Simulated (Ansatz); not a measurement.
# What NaVSe3 (model cell, started as cubic perovskite with V in the octahedra) distorts into

Which phase does NaVSe3 (model cell, started as cubic perovskite with V in the octahedra) fall into along its unstable mode, and how much energy does it gain?

Program: Ansatz 0.2.0. Level of theory: DFT PBE, scalar-relativistic, plane waves, PAW. Results are calculated unless marked as measured.

Most raw output is cut from this account.

The structure was built from a prototype and need not be the compound's stable phase.

## 1. Set-up

The structure is cubic, space group Pm-3m (No. 221). The conventional cell has a = 4.899 Å, b = 4.899 Å, c = 4.899 Å, α = 90.00°, β = 90.00°, γ = 90.00°. Nearest to Na lie 12 Se at 3.46 Å. Nearest to V lie 6 Se at 2.45 Å. Nearest to Se lie 2 V at 2.45 Å and 4 Na at 3.46 Å. Farther neighbours and most contacts between anions are not listed.

Coordinates:

```cif
data_structure
_symmetry_space_group_name_H-M 'P 1'
_symmetry_Int_Tables_number 1
_cell_length_a 4.8990
_cell_length_b 4.8990
_cell_length_c 4.8990
_cell_angle_alpha 90.000
_cell_angle_beta 90.000
_cell_angle_gamma 90.000
_cell_volume 117.58
loop_
_atom_site_label
_atom_site_type_symbol
_atom_site_fract_x
_atom_site_fract_y
_atom_site_fract_z
_atom_site_occupancy
Na1 Na 0.00000 0.00000 0.00000 1
V2 V 0.50000 0.50000 0.50000 1
Se3 Se 0.50000 0.50000 0.00000 1
Se4 Se 0.50000 0.00000 0.50000 1
Se5 Se 0.00000 0.50000 0.50000 1
```

## 2. Response at finite wavevector

The cell comes from relaxations at this level that are not shown. Stability and thermal properties need the whole zone. Linear response on a 2×2×2 q mesh gives force constants as far as a supercell of that size would.

input.yaml reads:

```yaml
crystal:
  lattice:
    - [4.8990130555, 0.0, 0.0]
    - [0.0, 4.8990130555, 0.0]
    - [0.0, 0.0, 4.8990130555]
  atoms:
    - { symbol: Na, position: [0.0, 0.0, 0.0] }
    - { symbol: V, position: [0.5, 0.5, 0.5] }
    - { symbol: Se, position: [0.5, 0.5, 0.0] }
    - { symbol: Se, position: [0.5, 0.0, 0.5] }
    - { symbol: Se, position: [0.0, 0.5, 0.5] }
kpoints:
  mp_grid: { grid: [6, 6, 6] }
hamiltonian:
  xc: pbe
scf:
  occupations: { method: methfessel_paxton, width: 0.15 }
output:
  eigenvalues: true
phonons:
  method: dfpt
  qmesh: [2, 2, 2]
  temperatures: { t_max: 1000, t_step: 50 }
  qpath:
    path:
      - [[0.0, 0.0, 0.0], [0.0, 0.5, 0.0], [0.5, 0.5, 0.0], [0.0, 0.0, 0.0], [0.5, 0.5, 0.5], [0.0, 0.5, 0.0]]
      - [[0.5, 0.5, 0.5], [0.5, 0.5, 0.0]]
    npoints: 10
```

Run with:

```sh
ansatz run input.yaml --threads 8 --pin off --max-ram 14336MiB --backend cpu --events-out ev --progress --plain --runs-dir out
```

Run time: 6.6 min. Hardware: 8 threads of Arm Neoverse N1, shared host; peak memory 1.4 GiB; 28 min of CPU time.

This run has no spin polarisation, although V can carry a moment.

This step gave:

```
volume per atom                                         : 23.52 Å³
gap on the k-mesh                                       : 0 eV
sum-rule residual before enforcement                    : 3.77e-5 eV/Å²
lowest frequency on the path                            : -146.4 cm⁻¹
point group                                             : m-3m
highest frequency on the path or at a solved wavevector : 249.6 cm⁻¹
highest optical mode at the zone centre (no LO-TO term) : 198.5 cm⁻¹
lowest optical zone-centre mode                         : -143.7 cm⁻¹
lowest mode on the q mesh (acoustic modes at Γ apart)   : -146.4 cm⁻¹
```

Frequencies (cm⁻¹) solved at each irreducible wavevector; negative means imaginary. Frequencies by wavevector, by row:

```csv
q in reciprocal lattice units,star,mode 1,mode 2,mode 3,mode 4,mode 13,mode 14,mode 15
0 0 0,1,-143.7,-143.7,-143.7,-27,198.5,198.5,198.5
0 0 -0.5,3,-128.8,-128.8,-11.3,-11.3,190.1,190.1,204.6
0 -0.5 -0.5,3,-107.2,-69.5,-61.6,-50,129.7,180.9,227.8
-0.5 -0.5 -0.5,1,-146.4,-146.4,-60.7,-60.7,122.2,122.2,249.2
```

Interpolated from a 2×2×2 q mesh. The phonon branches at the labelled points (cm⁻¹):

```
    point  branch 1  branch 2  branch 3  branch 4  branch 12  branch 13  branch 14  branch 15
        Γ      -144      -144      -144       -27         34        198        198        198
  halfway      -136      -136       -90       -14         73        195        195        201
        X      -129      -129       -11       -11        110        190        190        205
  halfway      -117       -84       -45       -39        122        128        186        226
        M      -107       -70       -62       -50        130        130        181        228
  halfway      -126       -88       -85       -43         96        158        191        220
        Γ      -144      -144      -144       -27         34        198        198        198
  halfway       -77       -77       -77       -49        105        146        146        238
        R      -146      -146       -61       -61        122        122        122        249
  halfway       -80       -66       -56       -46        116        125        129        244
        X      -129      -129       -11       -11        110        190        190        205
jump to R      -146      -146       -61       -61        122        122        122        249
  halfway      -115       -81       -61       -43        122        126        126        248
        M      -107       -70       -62       -50        130        130        181        228
```

Symmetry leaves 4 wavevectors to solve. The lowest mode among them, the acoustic zeros apart, lies at q = (-0.5, -0.5, -0.5) and is imaginary, 146.4i cm⁻¹, so the energy falls along it.

## 3. The mode frozen in, largest atomic shift 0 Å

The mode followed lies at Γ with frequency 143.7i cm⁻¹ and is 3-fold degenerate, one of the unstable modes though not the softest. At small amplitude the distorted cell has space group no. 38 by a symmetry search on the positions. The undistorted cell that holds it gives the zero of energy on the same k mesh.

input.yaml, the sections that differ from step 2:

```yaml
output:
  forces: true
  stress: true
  eigenvalues: true
# crystal, kpoints, hamiltonian, scf: as in step 2
# phonons: removed
```

It took 1.8 s on 8 threads; peak memory 0.58 GiB.

Numbers from this step:

- pressure: -0.001436 GPa
- energy from the undistorted cell: 0 meV/atom

The run ends at a pressure of 0.00 GPa.

## 4. The mode frozen in, largest atomic shift 0.45 Å

The atoms are moved along the unstable eigenvector, the largest shift by 0.45 Å, with the cell fixed.

input.yaml, the sections that differ from step 3:

```yaml
crystal:
  lattice:
    - [4.8990130555, 0.0, 0.0]
    - [0.0, 4.8990130555, 0.0]
    - [0.0, 0.0, 4.8990130555]
  atoms:
    - { symbol: Na, position: [0.0, -0.0011544233, -0.0011544233] }
    - { symbol: V, position: [0.5, 0.5649514602, 0.5649514602] }
    - { symbol: Se, position: [0.5, 0.4784163293, 0.0016054404] }
    - { symbol: Se, position: [0.5, 0.0016054404, 0.4784163293] }
    - { symbol: Se, position: [0.0, 0.4784163293, 0.4784163293] }
# kpoints, hamiltonian, scf, output: as in step 3
```

The job ended after 5.1 s (8 threads; peak memory 0.6 GiB).

Numbers from this step:

* pressure: 2.722 GPa
* energy from the undistorted cell: -45.05 meV/atom

The energy, extrapolated to zero smearing, is -45.05 meV/atom against the undistorted cell.

The run ends at a pressure of 2.72 GPa, with forces up to 1.1 eV/Å.

## 5. Energy along the mode, all amplitudes (two of the runs are shown above)

An imaginary frequency means negative curvature, so the energy should fall and then rise again as anharmonic terms take over.

This step gave:

```yaml
depth_at_the_lowest_point_sampled: 45.05 meV/atom
largest_atomic_shift_at_that_point: 0.45 Å
```

Table of energy from the parent by largest atomic shift:

```csv
largest atomic shift (Å),energy from the parent (meV/atom)
0.000,0
0.040,-0.789
0.080,-3.19
0.140,-10.1
0.220,-25.7
0.320,-44.0
0.450,-45.1
0.600,1.66
```

Displacement at unit largest shift by atom:

| atom | x (Å) | y (Å) | z (Å) | size |
| --- | --- | --- | --- | --- |
| Na1 | 0.000 | -0.013 | -0.013 | 0.018 |
| V2 | 0.000 | 0.707 | 0.707 | 1.000 |
| Se3 | 0.000 | -0.235 | 0.017 | 0.236 |
| Se4 | 0.000 | 0.017 | -0.235 | 0.236 |
| Se5 | 0.000 | -0.235 | -0.235 | 0.332 |

The lowest of the steps tried is at 0.45 Å, 45.1 meV/atom below the parent; the bottom of the well need not coincide with a step.

## 6. Relaxation from the frozen mode

Starting from the lowest point found, all atoms and the cell are let go, so that strain and other modes of the same symmetry can join in.

input.yaml, as its differences from that of step 4:

```diff
@@ -21 +21,6 @@
   eigenvalues: true
+relax:
+  adjacent_minimum: "off"
+  f_tol: 0.002
+  max_steps: 120
+  cell: { stress_tol: 0.03 }
```

Elapsed: 6.7 min, on 8 threads; peak memory 0.76 GiB; 51 min of CPU time.

Step by step (22 of 45):

| step | energy less that of the first step (eV) | largest force component (eV/Å) | pressure (GPa) | volume (Å³) |
| --- | --- | --- | --- | --- |
| 1 | 0.0000 | 1.0855 | 2.72 | 117.58 |
| 3 | -0.2534 | 0.2118 | -0.43 | 120.66 |
| 5 | -0.3005 | 0.0942 | 0.57 | 122.05 |
| 7 | -0.3427 | 0.0544 | 0.31 | 129.21 |
| 9 | -0.3493 | 0.1876 | -0.41 | 132.50 |
| 11 | -0.3563 | 0.0409 | 0.02 | 132.70 |
| 14 | -0.3611 | 0.0245 | -0.02 | 135.20 |
| 16 | -0.3612 | 0.0052 | -0.01 | 135.16 |
| 18 | -0.3612 | 0.0008 | 0.00 | 135.16 |
| 20 | -0.4270 | 0.0460 | 0.37 | 139.24 |
| 22 | -0.4660 | 0.1755 | -0.28 | 150.29 |
| 24 | -0.4714 | 0.0488 | -0.05 | 152.26 |
| 26 | -0.4742 | 0.0632 | 0.00 | 151.15 |
| 28 | -0.4774 | 0.0497 | 0.08 | 146.94 |
| 30 | -0.4776 | 0.0097 | -0.02 | 147.33 |
| 32 | -0.4776 | 0.0002 | 0.00 | 147.24 |
| 35 | -0.5109 | 0.0319 | 0.08 | 148.24 |
| 37 | -0.5180 | 0.0315 | 0.01 | 152.27 |
| 39 | -0.5182 | 0.0009 | 0.00 | 151.96 |
| 41 | -0.5208 | 0.0110 | 0.03 | 152.72 |
| 43 | -0.5208 | 0.0025 | 0.00 | 153.16 |
| 45* | -0.5209 | 0.0001 | 0.00 | 153.16 |

Relaxation steps marked * repeat the geometry before them on a plane-wave basis chosen anew for their cell, so energy and pressure can jump there. Other such steps can lie between the rows shown. Relaxation steps 10, 23 were tried and not accepted.

The run keeps the 4 symmetry operations that it works with, so distortions that break them were not tested.

```
     cell as run  before  after   change
           a (Å)   4.899  4.028  -17.8 %
           b (Å)   4.899  6.397  +30.6 %
           c (Å)   4.899  6.397  +30.6 %
           α (°)   90.00  68.32  -24.1 %
volume (Å³/atom)   23.52  30.63  +30.3 %
```

The atoms that moved most (Å, as changes of fractional coordinates times the final cell):

```
atom     dx      dy      dz  length
 Na1  0.000  -0.811  -0.811   1.146
  V2  0.000   0.467   0.467   0.660
 Se5  0.000   0.202   0.202   0.286
 Se4  0.000   0.022   0.119   0.121
 Se3  0.000   0.119   0.022   0.121
```

Final coordinates:

```cif
data_structure
_symmetry_space_group_name_H-M 'P 1'
_symmetry_Int_Tables_number 1
_cell_length_a 4.0282
_cell_length_b 6.3965
_cell_length_c 6.3965
_cell_angle_alpha 68.321
_cell_angle_beta 90.000
_cell_angle_gamma 90.000
_cell_volume 153.16
loop_
_atom_site_label
_atom_site_type_symbol
_atom_site_fract_x
_atom_site_fract_y
_atom_site_fract_z
_atom_site_occupancy
Na1 Na 0.00000 0.89056 0.89056 1
V2 V 0.50000 0.62735 0.62735 1
Se3 Se 0.50000 0.49744 0.00148 1
Se4 Se 0.50000 0.00148 0.49744 1
Se5 Se 0.00000 0.50541 0.50541 1
```

Numbers from this step:

```
pressure          : -0.001633 GPa
volume per atom   : 30.63 Å³
gap on the k-mesh : 0.3135 eV
```

The distorted start has space group Amm2; the relaxation ends in Amm2.

## 7. Modes of the new phase, occupations fixed

A relaxed structure may still be a saddle point, so its zone-centre modes are computed. The response to a homogeneous field gives the Born charges and the dielectric tensor, and its change with displacement the Raman tensors.

input.yaml reads:

```yaml
crystal:
  lattice:
    - [4.0281962963, 0.0, 0.0]
    - [0.0, 6.2823813496, 1.2029286147]
    - [0.0, 1.2029286147, 6.2823813496]
  atoms:
    - { symbol: Na, position: [0.0, -0.1094428049, -0.1094428049] }
    - { symbol: V, position: [0.5, 0.6273456986, 0.6273456986] }
    - { symbol: Se, position: [0.5, 0.4974429852, 0.0014829424] }
    - { symbol: Se, position: [0.5, 0.0014829424, 0.4974429852] }
    - { symbol: Se, position: [0.0, 0.5054063146, 0.5054063146] }
kpoints:
  mp_grid: { grid: [6, 6, 6] }
hamiltonian:
  xc: pbe
scf:
  occupations: { method: fixed }
output:
  eigenvalues: true
phonons:
  method: dfpt
  dielectric: true
  rigid_motions: translations
  raman: true
```

Run time: 20 min. Hardware: 8 threads; peak memory 3.4 GiB.

This step gave:

```yaml
gap_on_the_k_mesh: 0.3157 eV
sum_rule_residual_before_enforcement: 1.69e-4 eV/Å²
miss_of_the_charge_sum_rule: 0.004133 e
estimated_error_of_the_dielectric_tensor: 0.03707
estimated_error_of_the_born_charges: 0.03757 e
point_group: mm2
highest_optical_mode_at_the_zone_centre_no_lo_to_term: 386.9 cm⁻¹
lowest_optical_zone_centre_mode: -41.78 cm⁻¹
mean_high_frequency_dielectric_constant: 8.058
largest_born_charge_third_of_the_trace: 3.164 e
top_of_the_zone_centre_spectrum_with_the_field: 398.1 cm⁻¹
```

Patterns of degenerate modes are one choice out of their space. The modes at Γ (shares of kinetic energy by element, %) (negative means imaginary):

| mode | frequency (cm⁻¹) | symmetry | Na % | V % | Se % |
| --- | --- | --- | --- | --- | --- |
| 1 | -41.8 | B2 | 17 | 1 | 82 |
| 2 | 0.0 | acoustic | 7 | 16 | 76 |
| 3 | 0.0 | acoustic | 7 | 16 | 76 |
| 4 | 0.0 | acoustic | 7 | 16 | 76 |
| 5 | 69.7 | A2 | 0 | 0 | 100 |
| 6 | 75.9 | B2 | 74 | 4 | 23 |
| 7 | 98.3 | B1 | 17 | 14 | 70 |
| 8 | 101.2 | B2 | 2 | 11 | 87 |
| 9 | 103.7 | A1 | 71 | 2 | 26 |
| 10 | 115.3 | B1 | 76 | 1 | 23 |
| 11 | 128.8 | A1 | 21 | 2 | 77 |
| 12 | 194.7 | A1 | 0 | 11 | 88 |
| 13 | 286.8 | B1 | 0 | 69 | 31 |
| 14 | 374.4 | A1 | 0 | 68 | 32 |
| 15 | 386.9 | B2 | 0 | 68 | 32 |

Displacements in mode 1 (-41.8 cm⁻¹), the largest set to 1:
```
Na1  0.00 -1.00  1.00
V2   0.00  0.20 -0.20
Se3  0.00 -0.90 -0.36
Se4  0.00  0.36  0.90
Se5  0.00  0.70 -0.70
```

Displacements in mode 8 (101.2 cm⁻¹), the largest set to 1:
```
Na1  0.00 -0.39  0.39
V2   0.00 -0.63  0.63
Se3  0.00  0.45  0.93
Se4  0.00 -0.93 -0.45
Se5  0.00  1.00 -1.00
```

Optical modes at the zone centre, without and with the macroscopic field of the longitudinal modes; each column is sorted by frequency, so a row need not hold one and the same mode. Modes with and without the field, by row:

```
rank among optical modes  no field (cm⁻¹)  q along (1, 0, 0) (cm⁻¹)  q along (0, 1, 0) (cm⁻¹)
                       1            -41.8                     -41.8                     -40.2
                       2             69.7                      69.7                      69.7
                       3             75.9                      75.9                      76.8
                       4             98.3                     101.2                      98.3
                       5            101.2                     101.5                     101.2
                       6            103.7                     103.7                     110.2
                       7            115.3                     123.1                     115.3
                       8            128.8                     128.8                     130.4
                       9            194.7                     194.7                     194.8
                      10            286.8                     327.9                     286.8
                      11            374.4                     374.4                     375.6
                      12            386.9                     386.9                     398.1
```

Born charge (rows field, columns displacement) (e), principal values of the symmetric part by kind of site:

```
atom  atoms with these values    low  middle   high   mean
 Na1                        1   0.78    1.25   1.30   1.11
  V2                        1   1.52    3.42   4.55   3.16
 Se3                        2  -2.46   -0.45  -0.30  -1.07
 Se5                        1  -4.91   -1.02  -0.47  -2.13
```

In full for Se5:

```
-4.91  0.00  0.00
 0.00 -0.75 -0.28
 0.00 -0.28 -0.75
```

High-frequency dielectric tensor:

```
 9.08  0.00  0.00
 0.00  7.54 -1.33
 0.00 -1.33  7.54
```

Transverse modes; imaginary modes are left out. Infrared lines, with heights relative to the strongest:

| position (cm⁻¹) | label | relative intensity |
| --- | --- | --- |
| 70 | A2 | 0.0 |
| 76 | B2 | 1.4 |
| 98 | B1 | 5.3 |
| 101 | B2 | 0.1 |
| 104 | A1 | 10 |
| 115 | B1 | 8.5 |
| 129 | A1 | 2.2 |
| 195 | A1 | 0.0 |
| 287 | B1 | 100 |
| 374 | A1 | 11 |
| 387 | B2 | 54 |

Activity x (w_L - w)^4 (n + 1)/w, 532 nm, 300 K; imaginary modes are left out; the tensors are static ones, while 532 nm light lies above the computed direct gap, where resonance would change the heights; modes without the macroscopic field alone. Lines of the Raman spectrum (strongest = 100):

| position (cm⁻¹) | label | relative intensity |
| --- | --- | --- |
| 70 | A2 | 11 |
| 76 | B2 | 2.7 |
| 98 | B1 | 0.2 |
| 101 | B2 | 2.0 |
| 104 | A1 | 5.8 |
| 115 | B1 | 0.0 |
| 129 | A1 | 6.0 |
| 195 | A1 | 42 |
| 287 | B1 | 3.3 |
| 374 | A1 | 100 |
| 387 | B2 | 12 |

Before it was imposed, the acoustic sum rule was missed by 1.7e-4 eV/Å² and the charge sum rule by 0.0041 e. Small misses are needed for a sound result but don't prove that mesh and cutoff are converged. The lowest optical mode is imaginary, 41.8i cm⁻¹, so the energy falls along it.

The log warns of the k mesh: “the force constants stand on the 6×6×6 k-mesh, whose period is 12.11 times the interband length at k = (-0.5000, 0.3333, -0.3333), direct gap 1.183 eV, under 14: take them and everything formed from them as unconverged”.

## 8. Outcome

```
unstable mode of the parent                                                      : q = (0, 0, 0), 144i cm⁻¹
depth at the lowest point sampled                                                : 45.1 meV/atom
largest atomic shift at that point                                               : 0.45 Å
space group reached (within 0.01 Å)                                              : Amm2
energy gained over the parent (first relaxation, on the mesh of the frozen mode) : 149 meV/atom
volume per atom, phase reached                                                   : 30.6 Å³
gap on the k-mesh, phase reached                                                 : 0.314 eV
lowest optical zone-centre mode, phase reached                                   : -41.8 cm⁻¹
highest optical mode at the zone centre (no LO-TO term), phase reached           : 387 cm⁻¹
```

What this shows: Along this mode the structure falls into Amm2, 149 meV/atom below the parent. At the parent's cell the well is 45.05 meV/atom deep on the steps tried, with its lowest point at a shift of 0.45 Å. Relaxing atoms and cell changes the gain by +104.29 meV/atom against the lowest step (energies at zero smearing). Most of the total comes from this relaxation. The new phase still has an imaginary mode at the zone centre of its cell, so it is a saddle point on the way to a lower structure. Of the 8 patterns followed to their end from this parent, this one reaches the lowest energy. Each path keeps the symmetry of its pattern, so a lower phase may lie along a pattern not tried. With the field response the log warns that the k mesh is coarse for the force constants too, so the frequencies may not be converged. With no gap, or one that is small against the smearing, the frequencies hang on the k mesh and the smearing, most of all near Kohn anomalies. The phonon runs are without spin polarisation, although V often carries a moment. The volume moved by more than a tenth on the k mesh of the start, so the energy gain is rough. A phonon run warned that its eigensolver left some bands unconverged in a pass. The starting cell was built on a prototype and not taken from a measurement, so the phase need not exist.

[Logs are printed without paths, hosts, clocks, repeated set-up lines and the standing remarks that a program may print on its own settings, such as how far it seeks lower states.]

[Hosts, paths, dates, database ids (printed as entryN), source tags and the programs' standing remarks are cut or masked in the printed files.]
